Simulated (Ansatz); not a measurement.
# Work function of Zr(0001): what the settings cost and change, part 2 of 2

Aim: the work function of Zr(0001) across levels of theory at one geometry.

Ansatz 0.2.0; plane-wave DFT, PBE, Ansatz PAW (the session's first sound run).

So far, work function, upper face (eV): step 2 (slab, setting PBE, Ansatz PAW (420 eV)) 4.19; step 4 (PBEsol) 4.27; step 5 (RPBE) 4.07; step 6 (r2SCAN) 4.27; step 7 (PBE JTH) 4.19.

**8. Slab**

This step: plane-wave DFT, PBE, norm-conserving (Ansatz 0.2.0).

Input file input.yaml:

```yaml
crystal:
  lattice:
    - [3.23, 0.0, 0.0]
    - [1.615, 2.7972620542, 0.0]
    - [0.0, 0.0, 33.43617]
  atoms:
    - { symbol: Zr, position: [0.0, 0.0, 0.2691695849] }
    - { symbol: Zr, position: [0.6666666667, 0.6666666667, 0.3461130566] }
    - { symbol: Zr, position: [0.0, 0.0, 0.4230565283] }
    - { symbol: Zr, position: [0.6666666667, 0.6666666667, 0.5] }
    - { symbol: Zr, position: [0.0, 0.0, 0.5769434717] }
    - { symbol: Zr, position: [0.6666666667, 0.6666666667, 0.6538869434] }
    - { symbol: Zr, position: [0.0, 0.0, 0.7308304151] }
kpoints:
  mp_grid: { grid: [15, 15, 1] }
hamiltonian:
  xc: pbe
  pseudopotentials: { kind: nc }
scf:
  occupations: { method: fermi_dirac, width: 0.1 }
  convergence: { dr2_threshold: 1.0e-09 }
efield:
  axis: 3
  dipole_correction: true
  ramp_position: 0.97
  ramp_width: 0.06
output:
  write_potential: true
  write_density: true
  volumetric_format: npy
```

Started as:

```
$ ansatz run input.yaml --threads 4 --pin off --max-ram 6144MiB --backend cpu --events-out ev --progress --plain --runs-dir out
```

Numbers of over 12 decimals in the logs are rounded to 6 here.

Log:

```text
[...]
Crystal: 7 atoms, lattice volume = 302.101 Å³
Basis set: ecut = 897.975746 eV, 18409 PW (Γ)
Bands: 51, of which v1, the nominal top of the filled ones, is band 42 counted from 1 (41 counted from 0)
Symmetry: 6 space group operations
k-points: 27 of 225 (time reversal used)
[...]
k-point 0: bands = [... 38 lower, 6.0651, 6.4603, 6.4696, 6.5125, 6.5125, 6.5385, 6.5385, 6.6500, ... 5 higher]
  k-point 1: bands = [... 38 lower, 6.0173, 6.2417, 6.3286, 6.3409, 6.4517, 6.4692, 6.5759, 6.6045, ... 5 higher]
  k-point 2: bands = [... 38 lower, 5.7972, 5.8869, 5.9668, 6.0284, 6.1174, 6.1832, 6.3795, 6.6014, ... 5 higher]
  k-point 26: bands = [... 38 lower, 4.6789, 5.0180, 5.0183, 5.7672, 5.8072, 5.8362, 5.9069, 5.9074, ... 5 higher]
[key lines of the parts left out:]
SCF converged after 13 iterations
Free energy (F): -9638.263014 eV
Fermi energy:    5.768622 eV
Dipole field:    D = -0.000000 V/Å  (p = -0.000001 e·Å, saw-weighted, corrected)
Work function:   Φ+ = 4.1932 eV   Φ− = 4.1928 eV
```

The job ended after 2.2 min (4 threads of Arm Neoverse N1, shared host; peak memory 1.9 GiB; 7.2 min of CPU time).

The work function is 4.193 eV, +0.001 eV from the run “PBE, Ansatz PAW (420 eV)”, at 3.8 times its CPU time.

**9. Slab**

This step: plane-wave DFT, LDA, norm-conserving (Ansatz 0.2.0).

Edit input.yaml of step 8 so:

```diff
@@ -16,3 +16,3 @@
 hamiltonian:
-  xc: pbe
+  xc: lda
   pseudopotentials: { kind: nc }
```

Log:

```text
[...]
Crystal: 7 atoms, lattice volume = 302.101 Å³
Basis set: ecut = 952.398519 eV, 20107 PW (Γ)
Bands: 51, of which v1, the nominal top of the filled ones, is band 42 counted from 1 (41 counted from 0)
Symmetry: 6 space group operations
k-points: 27 of 225 (time reversal used)
[...]
k-point 0: bands = [... 38 lower, 5.8183, 6.1996, 6.2386, 6.2386, 6.2640, 6.2640, 6.2769, 6.3765, ... 5 higher]
  k-point 1: bands = [... 38 lower, 5.7587, 6.0234, 6.0619, 6.0754, 6.1914, 6.2051, 6.3310, 6.3331, ... 5 higher]
  k-point 2: bands = [... 38 lower, 5.5638, 5.6274, 5.7148, 5.7669, 5.8914, 5.9276, 6.1184, 6.3399, ... 5 higher]
  k-point 26: bands = [... 38 lower, 4.4586, 4.7749, 4.7749, 5.5491, 5.5793, 5.6085, 5.6717, 5.6722, ... 5 higher]
[key lines of the parts left out:]
SCF converged after 12 iterations
Free energy (F): -9652.059096 eV
Fermi energy:    5.524068 eV
Dipole field:    D = -0.000001 V/Å  (p = -0.000001 e·Å, saw-weighted, corrected)
Work function:   Φ+ = 4.3996 eV   Φ− = 4.3996 eV
```

Run time: 2.1 min. Hardware: 4 threads; peak memory 2.1 GiB.

The work function is 4.400 eV, +0.207 eV from the run “PBE, Ansatz PAW (420 eV)”, at 3.7 times its CPU time.

**10. Run, setting PBE, all layers relaxed**

This step: plane-wave DFT, PBE, Ansatz PAW (Ansatz 0.2.0).

Edit input.yaml of step 9 so:

```diff
@@ -16,4 +16,3 @@
 hamiltonian:
-  xc: lda
-  pseudopotentials: { kind: nc }
+  xc: pbe
 scf:
@@ -26,2 +25,5 @@
   ramp_width: 0.06
+relax:
+  f_tol: 0.01
+  max_steps: 40
 output:
```

Log:

```text
[...]
Crystal: 7 atoms, lattice volume = 302.101 Å³
Basis set: ecut = 420 eV, 6027 PW (Γ), exchange–correlation on 48×48×450 points (8 copies of the dense FFT grid, shifted against one another)
Bands: 51, of which v1, the nominal top of the filled ones, is band 42 counted from 1 (41 counted from 0)
Symmetry: 6 space group operations
[...]
- { symbol: Zr, position: [1.2566340918674403e-18, 0, 0.270810] }
    - { symbol: Zr, position: [0.666667, 0.666667, 0.343648] }
    - { symbol: Zr, position: [-2.481390192187284e-19, 0, 0.422733] }
    - { symbol: Zr, position: [0.666667, 0.666667, 0.500000] }
    - { symbol: Zr, position: [2.48146083204121e-19, 0, 0.577267] }
    - { symbol: Zr, position: [0.666667, 0.666667, 0.656352] }
    - { symbol: Zr, position: [-1.256639586378927e-18, 0, 0.729190] }
[key lines of the parts left out:]
SCF converged after 8 iterations
Free energy (F): -29285.189049 eV
Fermi energy:    5.713657 eV
Dipole field:    D = -0.000000 V/Å  (p = -0.000001 e·Å, saw-weighted, corrected)
Work function:   Φ+ = 4.1677 eV   Φ− = 4.1677 eV
```

Wall time 2.2 min (4 threads); peak memory 0.84 GiB; 6.5 min of CPU time.

The relaxation took 5 steps and lowered the energy by 0.075 eV; the largest force on the free atoms ends at 0.0014 eV/Å.

The work function is 4.168 eV, -0.025 eV from the run “PBE, Ansatz PAW (420 eV)”, at 3.5 times its CPU time.

**11. Slab**

This step: plane-wave DFT, PBE, fully relativistic PAW with spin-orbit coupling (Ansatz 0.2.0).

Edit input.yaml of step 10 so:

```diff
@@ -17,2 +17,3 @@
   xc: pbe
+  pseudopotentials: { kind: paw_fr }
 scf:
@@ -25,5 +26,5 @@
   ramp_width: 0.06
-relax:
-  f_tol: 0.01
-  max_steps: 40
+magnetization:
+  noncollinear: true
+  spin_orbit: true
 output:
```

Log:

```text
[...]
non-collinear run that drives no moment, with spin-orbit: no starting moment large enough to seed its density (crystal.atoms[].spin), no starting occupations that ask for one, no magnetisation constraint and no magnetic field, so the semilocal B_xc is pinned to zero
Crystal: 7 atoms, lattice volume = 302.101 Å³
[...]
k-point 1: bands = [... 80 lower, 6.2614, 6.2614, 6.2755, 6.2755, 6.3817, 6.3817, 6.4023, 6.4023, ... 14 higher]
  k-point 2: bands = [... 80 lower, 5.9031, 5.9031, 5.9658, 5.9658, 6.0532, 6.0532, 6.1184, 6.1184, ... 14 higher]
  k-point 26: bands = [... 80 lower, 4.9794, 4.9796, 5.6726, 5.7172, 5.7307, 5.7457, 5.7661, 5.7973, ... 14 higher]
[key lines of the parts left out:]
SCF converged after 14 iterations
Magnetization: |M| = 0.0000 μB,  M = (+0.0000, +0.0000, +0.0000) μB
Free energy (F): -29291.086267 eV
Fermi energy:    5.704893 eV
Dipole field:    D = 0.000000 V/Å  (p = 0.000000 e·Å, saw-weighted, corrected)
Work function:   Φ+ = 4.1925 eV   Φ− = 4.1925 eV
```

Wall time 6 min (4 threads); peak memory 3.4 GiB.

The work function is 4.193 eV, +0.000 eV from the run “PBE, Ansatz PAW (420 eV)”, at 11 times its CPU time.

**12. Side by side**

Times are for 4 threads of Arm Neoverse N1, shared host. The series side by side:

```
no.                                setting  work function, upper face (eV)     time  memory (GiB)
  1               PBE, Ansatz PAW (420 eV)                           4.192     37 s           0.9
  2               LDA, Ansatz PAW (420 eV)                           4.398     38 s          0.89
  3            PBEsol, Ansatz PAW (420 eV)                           4.269     41 s          0.91
  4              RPBE, Ansatz PAW (420 eV)                           4.071     38 s           0.9
  5            r2SCAN, Ansatz PAW (500 eV)                           4.269     88 s           1.5
  6                  PBE, JTH PAW (990 eV)                           4.194  2.2 min           2.4
  7          PBE, norm-conserving (898 eV)                           4.193  2.2 min           1.9
  8          LDA, norm-conserving (952 eV)                           4.400  2.1 min           2.1
  9                PBE, all layers relaxed                           4.168  2.2 min          0.84
 10  PBE with spin-orbit coupling (420 eV)                           4.193    6 min           3.4
```

**13. The same run with other settings**

This step: plane-wave DFT, PBE, Ansatz PAW (Ansatz 0.2.0).

An input spoilt on purpose, to show how the run answers: it repeats the earlier run “PBE, Ansatz PAW (420 eV)” with efield.amplitude to 1.5, and scf.max_iter set to 50; its output block differs too.

Edit input.yaml of step 11 so:

```diff
@@ -17,3 +17,2 @@
   xc: pbe
-  pseudopotentials: { kind: paw_fr }
 scf:
@@ -21,2 +20,3 @@
   convergence: { dr2_threshold: 1.0e-09 }
+  max_iter: 50
 efield:
@@ -26,5 +26,3 @@
   ramp_width: 0.06
-magnetization:
-  noncollinear: true
-  spin_orbit: true
+  amplitude: 1.5
 output:
```

Log:

```text
[...]
Crystal: 7 atoms, lattice volume = 302.101 Å³
Basis set: ecut = 420 eV, 6027 PW (Γ)
Bands: 51, of which v1, the nominal top of the filled ones, is band 42 counted from 1 (41 counted from 0)
Symmetry: 6 space group operations
k-points: 27 of 225 (time reversal used)
[...]
SCF iter   1: F=—  HF=-29293.068807 eV  |F-HF|=—  |Δ(HF+E_count)|=         —  Δρ=4.39e-2  dr2=4.40e2  ethr=3.10e-3  p=1.659 e·Å  D=9.94e-1 V/Å  ΔV_dip=-33.23 eV  dr2_dipole=1.75e2  V_vac-E_F(+/−)=15.77/7.15 eV  ⟨swp⟩=9.1  Hψ=6418  notcnv=0
[...]
SCF iter  19: F=-29286.256039 eV  HF=-29286.256039 eV  |F-HF|=9.28e-10  |Δ(HF+E_count)|=   1.85e-7  Δρ=1.72e-7  dr2=6.90e-10  ethr=1.19e-12  p=1.529 e·Å  D=9.16e-1 V/Å  ΔV_dip=-30.62 eV  dr2_dipole=2.99e-10  V_vac-E_F(+/−)=11.99/1.10 eV  ⟨swp⟩=16.1  Hψ=5423  notcnv=0
WARN: efield: at this solve's end the planar-averaged density reaches 3.68e-4 e/Å³ inside the ramp window [0.9401, 0.1242] (bound 1e-5 e/Å³); the window's nearer edge stands 4.85 Å from this solve's nearest atom along the axis. Its free energy, forces, stress, dipole, levels and responses can be off, and this figure does not tell by how much. The cell may have no vacuum along `efield.axis`. A short vacuum, a low `basis.ecutwfc` or `basis.ecutrho_ratio` and negative occupations (`scf.occupations.method`) can put density there. See the manual's quickstart, § The vacuum guard
SCF 1 converged in 19 iterations: F = -29286.256039 eV  dr2 = 6.90e-10
[...]
SCF converged after 19 iterations
Free energy (F): -29286.256039 eV
[...]
Internal energy: -29285.932492 eV  (E = F + TS)
E sigma→0 (E₀):  -29286.094266 eV
Entropy (-TS):   -0.323547 eV (-46.221 meV/atom)
Fermi energy:    5.521590 eV
Dipole field:    D = 0.915795 V/Å  (p = 1.528934 e·Å, saw-weighted, corrected)
Work function:   not extracted (applied field tilts the vacuum); planar V_es + V_field profile in the machine report
[...]
Vacuum region:   at the solve's end the planar-averaged density reaches 3.68e-4 e/Å³ inside the ramp window [0.9401, 0.1242] (bound 1e-5 e/Å³)
[...]
--- Band table (eV; the first three rows and the last of 27) ---
  k-point 0: bands = [... 38 lower, 5.8643, 6.1971, 6.2564, 6.2636, 6.2636, 6.2902, 6.2902, 6.3945, ... 5 higher]
  k-point 1: bands = [... 38 lower, 5.8085, 6.0004, 6.0805, 6.0932, 6.1853, 6.2529, 6.3316, 6.3555, ... 5 higher]
  k-point 2: bands = [... 38 lower, 5.5540, 5.6376, 5.6999, 5.7633, 5.9172, 5.9490, 6.1337, 6.3450, ... 5 higher]
  k-point 26: bands = [... 38 lower, 4.4308, 4.7673, 4.7701, 5.5151, 5.5577, 5.5881, 5.6440, 5.6791, ... 5 higher]
```

Run time: 69 s. Hardware: 4 threads; peak memory 0.89 GiB; 3.7 min of CPU time.

In so strong a field the program warns of density in the ramp of the sawtooth; these numbers are not the system's.

**14. What came out**

```yaml
work_function_pbe_ansatz_paw_420_ev: 4.192 eV
work_function_lda_ansatz_paw_420_ev: 4.398 eV
work_function_rpbe_ansatz_paw_420_ev: 4.071 eV
work_function_r2scan_ansatz_paw_500_ev: 4.269 eV
work_function_lda_norm_conserving_952_ev: 4.400 eV
work_function_pbe_all_layers_relaxed: 4.168 eV
work_function_pbe_with_spin_orbit_coupling_420_ev: 4.193 eV
```

**Reading.** PBE on the default files gives 4.19 eV, and the settings tried spread the value from 4.07 to 4.40 eV. At one geometry LDA lies 0.21 eV above PBE. The choice of pseudopotentials moves the PBE value by 0.001 eV. Relaxing the layers changes it by -0.025 eV. Spin-orbit coupling, on the fully relativistic files, changes it by +0.00 eV. The ladder's slabs use the tabulated experimental lattice constant (two decimals; a low-temperature value for the alkali metals).

[Logs are printed without paths, hosts, clocks, repeated set-up lines and the standing remarks that a program may print on its own settings, such as how far it seeks lower states.]

[Hosts, paths, dates, database ids (printed as entryN), source tags and the programs' standing remarks are cut or masked in the printed files.]

[Maps of the electrostatic potential energy from Ansatz leave out the sawtooth potential of an applied field or a dipole correction, so their vacuum need not be flat; planar profiles and work functions include it.]
